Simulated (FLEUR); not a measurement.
# free Fe(001) film, 5 layers: anisotropy by force theorems, part 2 of 2

One state of free Fe(001) film, 5 layers is converged without symmetry. Force theorems then give its anisotropy.

FLEUR MaX-R8.1; PBE; all-electron FLAPW film, Dirac cores, scalar-relativistic bands.

So far. Step 2 (Self-consistent state): After 49 cycles the largest moment stands at 2.99 μB.

### 5. Spin–orbit coupling, moments along z

Level of this step: PBE; all-electron FLAPW film, Dirac cores, scalar-relativistic bands with spin-orbit coupling (FLEUR).

Spin–orbit coupling ties the spins to the lattice and lets orbital moments form.

A new self-consistent run of the start ferro +++++, with the moments along z. The k list default-1 (kpts.xml, not shown) is a Γ-centred 26×26×1 mesh.

Contents of inp.xml:

```
<?xml version="1.0" encoding="UTF-8" standalone="no"?>
<fleurInput fleurInputVersion="0.39">
   <comment>
      Fe
   </comment>
   <calculationSetup>
      <cutoffs Kmax="3.68" Gmax="11.0" GmaxXC="11.0" numbands="180"/>
      <scfLoop itmax="150" minDistance="0.00002" maxIterBroyd="15" imix="Anderson" alpha="0.03" precondParam="0.0" spinf="2.0" sdNocoIR="T"/>
      <coreElectrons ctail="T" frcor="F" kcrel="0" coretail_lmax="0"/>
      <xcFunctional name="pbe" relativisticCorrections="F"/>
      <magnetism jspins="2"/>
      <soc l_soc="T" theta="0.0" phi="0.0" spav="F"/>
      <expertModes spex="0" secvar="F"/>
      <geometryOptimization l_f="F" forcealpha="1.0" forcemix="BFGS" epsdisp="0.00001" epsforce="0.00001"/>
      <ldaU l_linMix="F" mixParam="0.05" spinf="1.0"/>
   </calculationSetup>
   <cell>
      <bzIntegration valenceElectrons="80.0" mode="hist" fermiSmearingEnergy="0.00183747">
         <kPointListSelection listName="default-1"/>
         <xi:include xmlns:xi="http://www.w3.org/2001/XInclude" href="kpts.xml"> </xi:include>
      </bzIntegration>
      <xi:include xmlns:xi="http://www.w3.org/2001/XInclude" href="sym.xml"> </xi:include>
      <filmLattice scale="1.0" dVac="16.09" dTilda="18.59">
         <bravaisMatrixFilm>
            <row-1>    5.4159550731035999     0.0000000000000000</row-1>
            <row-2>    0.0000000000000000     5.4159550731035999</row-2>
         </bravaisMatrixFilm>
         <vacuumEnergyParameters vacuum="1" spinUp="-.25" spinDown="-.25"/>
      </filmLattice>
   </cell>
   <atomSpecies>
      <species name="Iron (Fe) 2.800" element="Fe" atomicNumber="26">
         <mtSphere radius="2.23" gridPoints="737" logIncrement="0.016"/>
         <atomicCutoffs lmax="8" lnonsphr="6"/>
         <electronConfig flipSpins="F">
            <coreConfig>(1s1/2) (2s1/2) (2p1/2) (2p3/2)</coreConfig>
            <valenceConfig>(3s1/2) (3p1/2) (3p3/2) (4s1/2) (3d3/2) (3d5/2)</valenceConfig>
            <stateOccupation state="(3d3/2)" spinUp="1.4" spinDown="1.0"/>
            <stateOccupation state="(3d5/2)" spinUp="3.0" spinDown="0.6"/>
         </electronConfig>
         <energyParameters s="4" p="4" d="3" f="4"/>
         <lo type="SCLO" l="0" n="3" eDeriv="0"/>
         <lo type="SCLO" l="1" n="3" eDeriv="0"/>
      </species>
   </atomSpecies>
   <atomGroups>
      <atomGroup species="Iron (Fe) 2.800">
         <filmPos label="                   1">.0000000000 .0000000000 -5.4159438709</filmPos>
         <filmPos label="                   5">.0000000000 .0000000000 5.4159438709</filmPos>
         <force calculate="T" relaxXYZ="TTT"/>
      </atomGroup>
      <atomGroup species="Iron (Fe) 2.800">
         <filmPos label="                   2">1.000/2.000 1.000/2.000 -2.7079719354</filmPos>
         <filmPos label="                   4">1.000/2.000 1.000/2.000 2.7079719354</filmPos>
         <force calculate="T" relaxXYZ="TTT"/>
      </atomGroup>
      <atomGroup species="Iron (Fe) 2.800">
         <filmPos label="                   3">.0000000000 .0000000000 .0000000000</filmPos>
         <force calculate="T" relaxXYZ="TTT"/>
      </atomGroup>
   </atomGroups>
   <output dos="F" band="F" slice="F">
      <bandDOS minEnergy="-.5*Htr" maxEnergy="0.5*Htr" sigma="0.015" storeEVData="T"/>
      <plotting iplot="0" polar="F">
         <plot TwoD="T" vec1="  1.0  0.0  0.0" vec2="  0.0  1.0  0.0" vec3="  0.0  0.0  1.0" zero="  0.0  0.0 -0.5" file="plot"/>
      </plotting>
      <moessbauerParams electricFieldGradient="F" isomerShift="F" coreHyperfine="F" valenceHyperfine="F"/>
   </output>
</fleurInput>
```

Contents of crystal.txt:

```
Fe
&input film=T cartesian=F /
2.86600000000  0.00000000000  0.00000000000
0.00000000000  2.86600000000  0.00000000000
0.00000000000  0.00000000000  1.00000000000
1.8897261246
1.0 1.0 1.0

5
26 0.00000000000  0.00000000000  -5.41594387088 : 2.800
26 0.50000000000  0.50000000000  -2.70797193544 : 2.800
26 0.00000000000  0.00000000000  0.00000000000 : 2.800
26 0.50000000000  0.50000000000  2.70797193544 : 2.800
26 0.00000000000  0.00000000000  5.41594387088 : 2.800

&soc 0.0000000 0.0000000 /
&kpt div1=26 div2=26 div3=1 gamma=T /
```

On the command line:

```sh
> OMP_NUM_THREADS=1 inpgen -f crystal.txt > inpgen.log  # inp.xml is then edited as shown
> OMP_NUM_THREADS=1 mpirun -n 8 fleur_MPI > fleur.log
```

Log:

```text
[banner, memory and clock lines left out]
Welcome to FLEUR        (www.flapw.de)
      MaX-Release 8.1          (www.max-centre.eu)

 ========== k-point set info ==========
 Selected k-point list: default-1
 k-point list type: mesh
 0 x 0 x 0
 Number of k points: 176

 [... set-up left out ...]
 Iteration:     1   Distance:      30.69265162 me/bohr^3
 Iteration:     2   Distance:      12.62051330 me/bohr^3
 Iteration:     3   Distance:      13.42083855 me/bohr^3
 Iteration:     4   Distance:      10.66223963 me/bohr^3
 Iteration:     5   Distance:       8.28003929 me/bohr^3
 Iteration:     6   Distance:       7.92156381 me/bohr^3
 Iteration:     7   Distance:       7.06235060 me/bohr^3
 Iteration:     8   Distance:       6.88771905 me/bohr^3
 Iteration:     9   Distance:       6.29502853 me/bohr^3
 Iteration:    10   Distance:       3.48510704 me/bohr^3
[... 17 iterations left out ...]
 Iteration:    28   Distance:       0.00040149 me/bohr^3
 Iteration:    29   Distance:       0.00047751 me/bohr^3
 Iteration:    30   Distance:       0.00029603 me/bohr^3
 Iteration:    31   Distance:       0.00025317 me/bohr^3
 Iteration:    32   Distance:       0.00021678 me/bohr^3
 Iteration:    33   Distance:       0.00018598 me/bohr^3
 Iteration:    34   Distance:       0.00010922 me/bohr^3
 Iteration:    35   Distance:       0.00004228 me/bohr^3
 Iteration:    36   Distance:       0.00002162 me/bohr^3
 Iteration:    37   Distance:       0.00001535 me/bohr^3

 ********************************************************************
 Run finished successfully
 Stop message:
   all done
 ********************************************************************

--- out.xml (last complete iteration) ---
<iteration numberForCurrentRun="   37" overallNumber="   37">
         [... left out ...]
         <bandgap value="0.0024224954" units="eV"/>
         <sumValenceSingleParticleEnergies value="-104.7305291239" units="Htr"/>
         <FermiEnergy value="-0.1395822372" units="Htr"/>
         [... left out ...]
         <magneticMomentsInMTSpheres units="muBohr">
            <globalMagMoment atomType="1" vec="0.00000   0.00000   2.99440"/>
            <globalMagMoment atomType="2" vec="0.00000   0.00000   2.42450"/>
            <globalMagMoment atomType="3" vec="0.00000   0.00000   2.55171"/>
         </magneticMomentsInMTSpheres>
         <orbitalMomentsInMTSpheres units="muBohr">
            <globalMagMoment atomType="1" vec="0.00000   0.00000   0.08313"/>
            <globalMagMoment atomType="2" vec="0.00000   0.00000   0.05115"/>
            <globalMagMoment atomType="3" vec="0.00000   0.00000   0.04378"/>
         </orbitalMomentsInMTSpheres>
         [... left out ...]
         <totalEnergy value="    -6363.9208024285" units="Htr">
            <sumOfEigenvalues value="    -3741.1541490474">
               <coreElectrons value="-3636.4236199235"/>
               <valenceElectrons value="-104.7305291239"/>
            </sumOfEigenvalues>
         [... left out ...]
            <freeEnergy value="-6363.9224647651"/>
            <extrapolationTo0K value="-6363.9216335968"/>
         </totalEnergy>
         <densityConvergence units="me/bohr^3">
            <chargeDensity spin="1" distance="0.0000083025"/>
            <chargeDensity spin="2" distance="0.0000095765"/>
            <overallChargeDensity distance="0.0000153453"/>
            <spinDensity distance="0.0000092631"/>
         </densityConvergence>
      </iteration>
```

It took 11 min on 8 MPI ranks of Arm Neoverse V2, shared host; peak memory 1.8 GiB; 86 min of CPU time.

Spin moment in the muffin-tin sphere by atom:

| atom | spin moment in the muffin-tin sphere (μB) |
| --- | --- |
| Fe1 | 2.99 |
| Fe2 | 2.42 |
| Fe3 | 2.55 |
| Fe4 | 2.42 |
| Fe5 | 2.99 |

Read from the output:

```
free energy                                                       : -173171.1522 eV
program's band gap on this mesh (in a metal only a level spacing) : 0.002422 eV
magnetization                                                     : 13.43 μB
final state                                                       : ferromagnetic
orbital moment along the spin                                     : 0.08313 μB
```

Orbital moment in the sphere, along the spin axis by atom:

| atom | orbital moment in the sphere, along the spin axis (μB) |
| --- | --- |
| Fe1 | 0.0831 |
| Fe2 | 0.0512 |
| Fe3 | 0.0438 |
| Fe4 | 0.0512 |
| Fe5 | 0.0831 |

### 6. What came out

| Quantity | Value |
| --- | --- |
| reference state | ferromagnetic |
| largest sphere moment | 2.99 μB |
| easy direction of those tried | z |
| energy along x less z, force theorem | 0.467 meV a primitive cell |
| orbital moment on the atom of largest spin, along its spin (spin–orbit run) | 0.0831 μB |

In words: By the force theorem the moments prefer z; shape anisotropy is not in it, and in a film it favours the plane. The difference for the second direction goes from 0.39 meV (mesh 17×17×1, 160 states, 6 min of CPU time) to 0.47 meV (mesh 26×26×1, 160 states, 13 min), so it is not converged. The orbital moment is parallel to the spin. The state was typed, and no other order was converged beside it, so it need not be the ground state.

[Logs and program files are shortened in this print: banners, set-up blocks, solver, clock and traceback lines can be left out without a mark of their own.]

[Logs are printed without paths, hosts, clocks, repeated set-up lines and the standing remarks that a program may print on its own settings, such as how far it seeks lower states.]

[Hosts, paths, dates, database ids (printed as entryN), source tags and the programs' standing remarks are cut or masked in the printed files.]

[Where a cell is said to come from a database of computed structures, the database is the Materials Project.]
